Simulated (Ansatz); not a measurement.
## Moving the knobs of a GW run on BaTiO3 (R3m)

Aim: change settings of a G0W0 run on BaTiO3 (R3m) and see what moves.

Program: Ansatz 0.2.0. Level of theory: G0W0 on LDA, plane waves, PAW; PAW set soft_1. Results are calculated unless marked as measured.

## (1) The structure

It takes space group R3m (No. 160, trigonal). Conventional cell: a = 5.655 Å, b = 5.655 Å, c = 6.955 Å, α = 90.00°, β = 90.00°, γ = 120.00°. Ba has 12 O at 2.79 to 2.89 Å nearest. Ti has 6 O at 1.87 to 2.14 Å nearest. Nearest to O lie 2 Ti at 1.87 to 2.14 Å and 4 Ba at 2.79 to 2.89 Å. Farther neighbours and most contacts between anions are not listed.

The cell and positions come from the Crystallography Open Database and are kept as given unless a step says otherwise. Spin-orbit coupling is left out unless a step names it.

## (2) The base run: 4×4×4 mesh, 145 empty bands, screening to 100 eV, PAW set soft_1 files

G0W0 replaces the xc potential by the self-energy, built once from these orbitals. Only a window of levels is corrected, while the sums run over the empty bands that the input names. This step takes PAW set soft_1 files.

The input, input.yaml:

```yaml
crystal:
  lattice:
    - [2.8273666084, 1.6323808724, 2.3183934932]
    - [-2.8273666084, 1.6323808724, 2.3183934932]
    - [0.0, -3.2647617449, 2.3183934932]
  atoms:
    - { symbol: Ba, position: [0.0, 0.0, 0.0] }
    - { symbol: Ti, position: [0.4845, 0.4845, 0.4845] }
    - { symbol: O, position: [0.5086, 0.5086, 0.0175] }
    - { symbol: O, position: [0.0175, 0.5086, 0.5086] }
    - { symbol: O, position: [0.5086, 0.0175, 0.5086] }
kpoints:
  mp_grid: { grid: [4, 4, 4] }
hamiltonian:
  xc: lda
  pseudopotentials: { kind: paw, azcp: { folder: soft_1 }, xc_functional: pbe }
scf:
  occupations: { method: fixed }
gw:
  n_empty_bands: 145
  ecut_chi: 100
  qp_bands: [v2, c2]
  qp_kpoints: band_edges
  screening: { model: contour_deformation }
```

Run with:

```console
> ansatz run input.yaml --threads 3 --pin off --max-ram 92160MiB --backend cuda --events-out ev --progress --plain --runs-dir out --devices 1 --max-vram 13GiB
```

Numbers of over 12 decimals in the logs are rounded to 6 here.

The program printed:

```text
GPUs: using 1 of 1 available (devices: 1).
Engine: ansatz 0.2.0, x86_64-unknown-linux-gnu
Pseudopotentials: kind: paw
Pseudopotential: Ba, paw, valence charge 10, recommended cutoff 420 eV (normal), soft_1/Ba.paw.azcp
Pseudopotential: Ti, paw, valence charge 12, recommended cutoff 420 eV (normal), soft_1/Ti.paw.azcp
Pseudopotential: O, paw, valence charge 6, recommended cutoff 420 eV (normal), soft_1/O.paw.azcp
Functional definition: SPW92
  exchange = slater_x
  correlation = pw_c
device memory: the entry about to start is reckoned to put 0.6 GiB on a device that reports 49.2 GiB free (of which the cap on the GPU budget leaves the run 13.0 GiB)
GPU FFT provider: cuFFT
GPU libraries: cuBLAS 13.8.2, cuFFT 12.4.0, cuSOLVER 12.3.4
Crystal: 5 atoms, lattice volume = 64.201 Å³
Basis set: ecut = 420 eV, 1237 PW (Γ)
Bands: 25, of which v1, the nominal top of the filled ones, is band 20 counted from 1 (19 counted from 0)
Symmetry: 6 space group operations
Space group: R3m (ITA 160), of the structure as read, at distance tolerance 4.0e-5 Å
k-points: 13 of 64 (time reversal used)
Non-local potential: Ba, projectors of the file, l = 0: 3, l = 1: 2, l = 2: 2, l = 3: 2
Non-local potential: Ti, projectors of the file, l = 0: 3, l = 1: 2, l = 2: 3, l = 3: 1
Non-local potential: O, projectors of the file, l = 0: 2, l = 1: 2, l = 2: 1
PAW form: soft (Blöchl's): semilocal exchange-correlation on the pseudo side does not see the compensation charge
PAW frozen core: Ba, regenerated for the run's functional, and the local potential with it (the file was generated under x = pbe(κ = 0.804, μ = 0.219515), c = pbe(β = 0.066725))
PAW frozen core: Ti, regenerated for the run's functional, and the local potential with it (the file was generated under x = pbe(κ = 0.804, μ = 0.219515), c = pbe(β = 0.066725))
PAW frozen core: O, regenerated for the run's functional, and the local potential with it (the file was generated under x = pbe(κ = 0.804, μ = 0.219515), c = pbe(β = 0.066725))
PAW one-centre angular grid: Ba, 194 points (default); XC on 64 Gauss nodes
PAW one-centre angular grid: Ti, 590 points (default); XC on 64 Gauss nodes
PAW one-centre angular grid: O, 110 points (default); XC on 64 Gauss nodes
Initial density: superposition of atomic densities (chi_scale 0.1, normalization cell, long waves kept (reshape's long-wave potential 0.00 eV rms))
Initial wavefunctions: pseudopotential atomic-orbital guess
GPU buffer pool allocated for 19683 grid points (all kernels)
GPU transforms: local potential and band sums: pruned to the plane-wave sphere, on 27×27×27
Functional: x = slater, c = lda
SCF iter   1: F=—  HF=-9905.097852 eV  |F-HF|=—  |Δ(HF+E_count)|=         —  Δρ=5.59e-2  dr2=1.95e0  ethr=3.10e-3  ⟨swp⟩=4.8  Hψ=1256  notcnv=0  defer=25
[...]
E_aug_tail   = 0.002241  (compensation charges beyond the density's cutoff)
  E_ewald      = -2809.213684
  E_core_change = 0.899235  (= ΣΔE_core)
  E_smearing   = -0.000000  (= −TS)
  E_closure    = -0.000000  (closes the sum)
  Σ components = -9904.583849   (vs F -9904.583849, Δ=0.00e0)
--- Band table (eV; the first three rows and the last of 13) ---
  k-point 0: bands = [... 16 lower, 8.7190, 9.3230, 9.4671, 9.4671, 12.1724, 12.1724, 12.3276, 14.3943, ... 1 higher]
  k-point 1: bands = [... 16 lower, 8.3858, 8.6098, 9.1870, 9.2337, 12.2621, 12.8858, 12.9677, 14.3854, ... 1 higher]
  k-point 2: bands = [... 16 lower, 8.1369, 8.1936, 8.8900, 9.0296, 12.3296, 13.6160, 13.7113, 14.3554, ... 1 higher]
  k-point 12: bands = [... 16 lower, 7.5310, 9.8031, 9.8031, 9.8180, 14.1730, 14.3218, 14.3218, 16.4735, ... 1 higher]
--- G₀W₀: contour deformation, 6 samples at zero and on the imaginary axis and 1 off it, 64 q-points, 145 empty bands' worth ---
  eigenvalues of the whole cell's RPA ε∞ on this k-mesh (on a slab, of 1 + 4πα/V) = 5.4363, 5.9182, 5.9182; static W/v taken at q = 0 is 0.173852
  gw.qp_kpoints: band_edges: 9 of 13 stored k-points solved, in 1 pass; an edge of the gap read off the rows below is read off those points alone
    valence top: of the k-points left out ik 8 came nearest to being solved in a further pass, in band 20 (counted from 1, as in the quasiparticle table): it holds the edge there only if its correction is more favourable than any solved in that band by at least 0.452 eV; those differ by 0.091 eV
    conduction bottom: of the k-points left out ik 9 came nearest to being solved in a further pass, in band 21 (counted from 1, as in the quasiparticle table): it holds the edge there only if its correction is more favourable than any solved in that band by at least 0.976 eV; those differ by 0.065 eV
  `?` marks the rows in doubt; gw_qp.tsv's column doubts and the gw_qp event give each row's grounds
    ik  band        ε_KS         Σx   Σc(E_QP)       V_xc       Z   E_QP_lin       E_QP  E_QP is
     0    19      9.4671   -25.7743     4.2889   -21.4345  0.7338     9.4161     9.4162  root
     0    20      9.4671   -25.7743     4.2889   -21.4345  0.7338     9.4161     9.4162  root
     0    21     12.1724   -13.0308    -5.9995   -20.6661  0.7446    13.8591    13.8082  root
     0    22     12.1724   -13.0308    -5.9995   -20.6661  0.7446    13.8591    13.8082  root
     1    19      9.1870   -25.2030     4.1655   -20.9786  0.7318     9.1280     9.1281  root
     1    20      9.2337   -25.7688     4.4238   -21.2661  0.7317     9.1547     9.1548  root
     1    21     12.2621   -13.2466    -6.0494   -20.9404  0.7420    13.9594    13.9064  root
     1    22     12.8858   -13.9882    -6.3004   -21.9528  0.7277    14.6141    14.5500  root
[...]
10    21     13.8857   -14.6301    -7.1158   -23.4345  0.6996    15.6678    15.5742  root
    10    22     13.9857   -14.6937    -7.1477   -23.5353  0.6976    15.7765    15.6795  root
    12    19      9.8031   -25.7385     4.7551   -20.8824  0.7263     9.7020     9.7023  root
    12    20      9.8180   -25.7631     4.7655   -20.8952  0.7264     9.7155     9.7157  root
    12    21     14.1730   -14.6101    -7.4276   -23.7242  0.6904    15.9628    15.8595  root ?
    12    22     14.3218   -14.7070    -7.5189   -23.9194  0.6870    16.1241    16.0153  root ?
[key lines of the parts left out:]
SCF converged after 8 iterations
Free energy (F): -9904.583849 eV
Fermi energy:    9.818031 eV
```

Elapsed: 15 s, on 1 × NVIDIA H100 80GB HBM3 (shared by 6 runs) with 3 threads of AMD EPYC 7R13 (Zen 3), shared host; peak memory 1.1 GiB.

The column dr2 measures how far the density is from self-consistency, as an energy; F and HF (Harris–Foulkes) agree once it is small.

This step gave:

```
bands summed                                 : 165
RPA ε∞ on this mesh (eigenvalues)            : 5.436, 5.918, 5.918
plane waves in the screening matrix          : 147
q-points in the mesh                         : 64
G0W0 gap on the mesh                         : 4.093 eV
k of the valence top                         : -0.5, -0.5, -0.5
k of the conduction bottom                   : 0, 0, 0
starting gap on the mesh                     : 2.354 eV
Z at the valence top                         : 0.7264
Z at the conduction bottom                   : 0.7446
least direct G0W0 gap on the computed points : 4.392 eV
```

The gap on the mesh goes from 2.35 eV to 4.09 eV, a correction of +1.74 eV. Between the two edge states, bare exchange in place of the xc potential would open the gap by 12.50 eV, and correlation takes back 10.77 eV.

## (3) Variant: potentials

Other atomic data (norm-conserving) test the pseudisation: the cutoff goes from 420 to 1142.88 eV, with the same valence electrons.

This step: G0W0 on LDA, plane waves, norm-conserving pseudopotentials.

Edit input.yaml of step 2 so:

```diff
@@ -15,3 +15,3 @@
   xc: lda
-  pseudopotentials: { kind: paw, azcp: { folder: soft_1 }, xc_functional: pbe }
+  pseudopotentials: { kind: nc }
 scf:
```

The program printed:

```text
GPUs: using 1 of 1 available (devices: 1).
[...]
GPU FFT provider: cuFFT
GPU libraries: cuBLAS 13.8.2, cuFFT 12.4.0, cuSOLVER 12.3.4
Crystal: 5 atoms, lattice volume = 64.201 Å³
Basis set: ecut = 1142.878222 eV, 5599 PW (Γ)
Bands: 25, of which v1, the nominal top of the filled ones, is band 20 counted from 1 (19 counted from 0)
[... 1 set-up line as in the run before ...]
[...]
k-points: 13 of 64 (time reversal used)
[...]
GPU buffer pool allocated for 91125 grid points (all kernels)
[...]
SCF iter   1: F=—  HF=-3737.009288 eV  |F-HF|=—  |Δ(HF+E_count)|=         —  Δρ=5.15e-2  dr2=1.64e0  ethr=3.10e-3  ⟨swp⟩=5.6  Hψ=1377  notcnv=0  defer=28
[...]
SCF iter   9: F=-3736.389914 eV  HF=-3736.389914 eV  |F-HF|=1.25e-8  |Δ(HF+E_count)|=   2.76e-8  Δρ=5.22e-6  dr2=1.45e-8  ethr=2.50e-10  ⟨swp⟩=15.0  Hψ=2148  notcnv=0
SCF 1 converged in 9 iterations: F = -3736.389914 eV  dr2 = 1.45e-8
[...]
0    21     12.2646   -12.9664    -5.9812   -20.6028  0.7457    13.9716    13.9198  root
     0    22     12.2646   -12.9664    -5.9812   -20.6028  0.7457    13.9716    13.9198  root
     1    19      9.2548   -25.2601     4.1866   -21.0051  0.7319     9.1865     9.1866  root
     1    20      9.3020   -25.8184     4.4395   -21.2904  0.7319     9.2134     9.2136  root
     1    21     12.3542   -13.1848    -6.0338   -20.8829  0.7430    14.0726    14.0185  root
     1    22     12.9806   -13.9390    -6.2818   -21.9046  0.7287    14.7298    14.6644  root
[...]
10    21     13.9864   -14.5998    -7.0937   -23.4021  0.7005    15.7905    15.6950  root
    10    22     14.0876   -14.6650    -7.1251   -23.5043  0.6986    15.9007    15.8017  root
    12    19      9.8811   -25.7988     4.7610   -20.9270  0.7266     9.7700     9.7702  root
    12    20      9.8959   -25.8244     4.7715   -20.9413  0.7267     9.7841     9.7843  root
    12    21     14.2757   -14.5792    -7.4085   -23.6944  0.6913    16.0879    15.9824  root ?
    12    22     14.4266   -14.6803    -7.5005   -23.8954  0.6879    16.2525    16.1413  root ?
[key lines of the parts left out:]
SCF converged after 9 iterations
Free energy (F): -3736.389914 eV
Fermi energy:    9.895894 eV
```

Elapsed: 24 s, on 1 × NVIDIA H100 80GB HBM3 (shared by 6 runs) with 3 threads; peak memory 1.3 GiB; 29 s of CPU time.

The G0W0 gap on the mesh is 4.135 eV.

Against the base:

| setting | base | variant |
| --- | --- | --- |
| files | PAW set soft_1 | norm-conserving |

| quantity | variant | base |
| --- | --- | --- |
| starting gap on the mesh | 2.369 | 2.354 |
| G0W0 gap on the mesh | 4.135 | 4.093 |
| least direct G0W0 gap on the computed points | 4.445 | 4.392 |
| Z at the valence top | 0.727 | 0.726 |
| Z at the conduction bottom | 0.746 | 0.745 |

## (4) Variant: potentials

This step: G0W0 on LDA, plane waves, PAW.

Edit input.yaml of step 3 so:

```diff
@@ -15,3 +15,3 @@
   xc: lda
-  pseudopotentials: { kind: nc }
+  pseudopotentials: { kind: paw, source: ansatz }
 scf:
```

The program printed:

```text
GPUs: using 1 of 1 available (devices: 1).
[...]
GPU FFT provider: cuFFT
GPU libraries: cuBLAS 13.8.2, cuFFT 12.4.0, cuSOLVER 12.3.4
Crystal: 5 atoms, lattice volume = 64.201 Å³
Basis set: ecut = 930 eV, 4103 PW (Γ)
Bands: 25, of which v1, the nominal top of the filled ones, is band 20 counted from 1 (19 counted from 0)
[... 1 set-up line as in the run before ...]
[...]
k-points: 13 of 64 (time reversal used)
[...]
GPU buffer pool allocated for 91125 grid points (all kernels)
[...]
SCF iter   1: F=—  HF=-9892.356771 eV  |F-HF|=—  |Δ(HF+E_count)|=         —  Δρ=8.81e-2  dr2=6.36e0  ethr=3.10e-3  ⟨swp⟩=4.2  Hψ=1290  notcnv=0  defer=18
[...]
SCF iter  10: F=-9890.373407 eV  HF=-9890.373407 eV  |F-HF|=1.28e-9  |Δ(HF+E_count)|=  8.59e-10  Δρ=2.47e-6  dr2=1.80e-9  ethr=2.50e-10  ⟨swp⟩=10.4  Hψ=1300  notcnv=0
SCF 1 converged in 10 iterations: F = -9890.373407 eV  dr2 = 1.80e-9
[...]
0    21     12.2217   -13.0085    -5.9941   -20.6329  0.7448    13.9024    13.8520  root
     0    22     12.2217   -13.0085    -5.9941   -20.6329  0.7448    13.9024    13.8520  root
     1    19      9.2370   -25.1958     4.1586   -20.9707  0.7317     9.1704     9.1706  root
     1    20      9.2850   -25.7633     4.4169   -21.2595  0.7317     9.1980     9.1982  root
     1    21     12.3118   -13.2250    -6.0446   -20.9086  0.7422    14.0034    13.9508  root
     1    22     12.9377   -13.9686    -6.2958   -21.9232  0.7279    14.6601    14.5965  root
[...]
10    21     13.9418   -14.6136    -7.1133   -23.4100  0.6996    15.7178    15.6249  root
    10    22     14.0423   -14.6772    -7.1457   -23.5111  0.6977    15.8268    15.7304  root
    12    19      9.8601   -25.7408     4.7463   -20.8866  0.7263     9.7520     9.7522  root
    12    20      9.8748   -25.7661     4.7567   -20.9006  0.7264     9.7658     9.7660  root
    12    21     14.2304   -14.5937    -7.4268   -23.7015  0.6904    16.0140    15.9114  root ?
    12    22     14.3799   -14.6920    -7.5192   -23.8993  0.6870    16.1762    16.0681  root ?
[key lines of the parts left out:]
SCF converged after 10 iterations
Free energy (F): -9890.373407 eV
Fermi energy:    9.874846 eV
```

The job ended after 22 s (1 × NVIDIA H100 80GB HBM3 (shared by 6 runs) with 3 threads; peak memory 1.3 GiB).

The G0W0 gap on the mesh is 4.086 eV.

Against the base:

| setting | base | variant |
| --- | --- | --- |
| files | PAW set soft_1 | hard PAW |

| quantity | variant | base |
| --- | --- | --- |
| starting gap on the mesh | 2.347 | 2.354 |
| G0W0 gap on the mesh | 4.086 | 4.093 |
| least direct G0W0 gap on the computed points | 4.394 | 4.392 |
| Z at the valence top | 0.726 | 0.726 |
| Z at the conduction bottom | 0.745 | 0.745 |

## (5) Variant: frequency model

A plasmon pole stands in for the full frequency dependence of the screening; this run shows what that costs in accuracy.

This step: G0W0 on LDA, plane waves, PAW; PAW set soft_1.

Edit input.yaml of step 4 so:

```diff
@@ -15,3 +15,3 @@
   xc: lda
-  pseudopotentials: { kind: paw, source: ansatz }
+  pseudopotentials: { kind: paw, azcp: { folder: soft_1 }, xc_functional: pbe }
 scf:
@@ -23,2 +23,2 @@
   qp_kpoints: band_edges
-  screening: { model: contour_deformation }
+  screening: { model: godby_needs }
```

The program printed:

```text
GPUs: using 1 of 1 available (devices: 1).
[...]
GPU FFT provider: cuFFT
GPU libraries: cuBLAS 13.8.2, cuFFT 12.4.0, cuSOLVER 12.3.4
Crystal: 5 atoms, lattice volume = 64.201 Å³
Basis set: ecut = 420 eV, 1237 PW (Γ)
Bands: 25, of which v1, the nominal top of the filled ones, is band 20 counted from 1 (19 counted from 0)
[... 1 set-up line as in the run before ...]
[...]
k-points: 13 of 64 (time reversal used)
[...]
GPU buffer pool allocated for 19683 grid points (all kernels)
[...]
SCF iter   1: F=—  HF=-9905.097852 eV  |F-HF|=—  |Δ(HF+E_count)|=         —  Δρ=5.59e-2  dr2=1.95e0  ethr=3.10e-3  ⟨swp⟩=4.8  Hψ=1256  notcnv=0  defer=25
[...]
SCF iter   8: F=-9904.583849 eV  HF=-9904.583849 eV  |F-HF|=7.15e-9  |Δ(HF+E_count)|=   4.76e-8  Δρ=6.16e-6  dr2=1.71e-8  ethr=2.50e-10  ⟨swp⟩=8.5  Hψ=1296  notcnv=0
SCF 1 converged in 8 iterations: F = -9904.583849 eV  dr2 = 1.71e-8
[...]
0    19      9.4671   -25.7743     4.3407   -21.4345  0.7716     9.4680     9.4680  root
     0    20      9.4671   -25.7743     4.3407   -21.4345  0.7716     9.4680     9.4680  root
     0    21     12.1724   -13.0308    -5.9028   -20.6661  0.7808    13.9238    13.9049  root
     0    22     12.1724   -13.0308    -5.9028   -20.6661  0.7808    13.9238    13.9049  root
     1    19      9.1870   -25.2030     4.2037   -20.9786  0.7717     9.1663     9.1663  root
     1    20      9.2337   -25.7688     4.4697   -21.2661  0.7712     9.2008     9.2008  root
     1    21     12.2621   -13.2466    -5.9454   -20.9404  0.7791    14.0299    14.0105  root
     1    22     12.8858   -13.9882    -6.1492   -21.9528  0.7707    14.7238    14.7012  root
[...]
12    19      9.8031   -25.7385     4.8123   -20.8824  0.7657     9.7594     9.7594  root
    12    20      9.8180   -25.7631     4.8243   -20.8952  0.7659     9.7744     9.7744  root
    12    21     14.1730   -14.6101    -7.1287   -23.7242  0.7525    16.1917    16.1583  root
    12    22     14.3218   -14.7070    -7.2004   -23.9194  0.7509    16.3675    16.3338  root
[key lines of the parts left out:]
SCF converged after 8 iterations
Free energy (F): -9904.583849 eV
Fermi energy:    9.818031 eV
```

Elapsed: 19 s, on 1 × NVIDIA H100 80GB HBM3 (shared by 6 runs) with 3 threads; peak memory 1.2 GiB; 25 s of CPU time.

The G0W0 gap on the mesh is 4.130 eV.

Against the base:

| setting | base | variant |
| --- | --- | --- |
| frequency model | contour deformation | plasmon pole |

| quantity | variant | base |
| --- | --- | --- |
| starting gap on the mesh | 2.354 | 2.354 |
| G0W0 gap on the mesh | 4.130 | 4.093 |
| least direct G0W0 gap on the computed points | 4.437 | 4.392 |
| Z at the valence top | 0.766 | 0.726 |
| Z at the conduction bottom | 0.781 | 0.745 |

## (6) Summary of results

```yaml
base: 4.09 eV, 15 s
potentials: 4.14 eV, 24 s
potentials: 4.09 eV, 22 s
frequency_model: 4.13 eV, 19 s
```

Potentials: the gap moves by +0.04 eV (the plane-wave cutoff goes from 420 to 1142.88 eV). Potentials: the gap moves by −0.01 eV (the plane-wave cutoff goes from 420 to 930 eV). Frequency model: the gap moves by +0.04 eV. All runs here use a coarse mesh and modest cutoffs; they test settings and are not final values. The 4×4×4 mesh is coarse for this cell (its supercell is 16 Å along the shortest edge). The RPA ε∞ on it, from the LDA start, is 5.44 and 5.92; such meshes misread the long-range screening, most where the gap is narrow. The many-body steps are scalar-relativistic: spin-orbit coupling is not in them.

[Paths, hosts, dates, memory and timing lines, banners, echoed tables and standing remarks are left out of the program output.]

[Logs are printed without paths, hosts, clocks, repeated set-up lines and the standing remarks that a program may print on its own settings, such as how far it seeks lower states.]

[Runs of the session that timed out or met a known fault of the program may be left out.]

[Cells called generated may have been cut or substituted from an entry of the Crystallography Open Database or the Materials Project.]

[Hosts, paths, dates, database ids (printed as entryN), source tags and the programs' standing remarks are cut or masked in the printed files.]
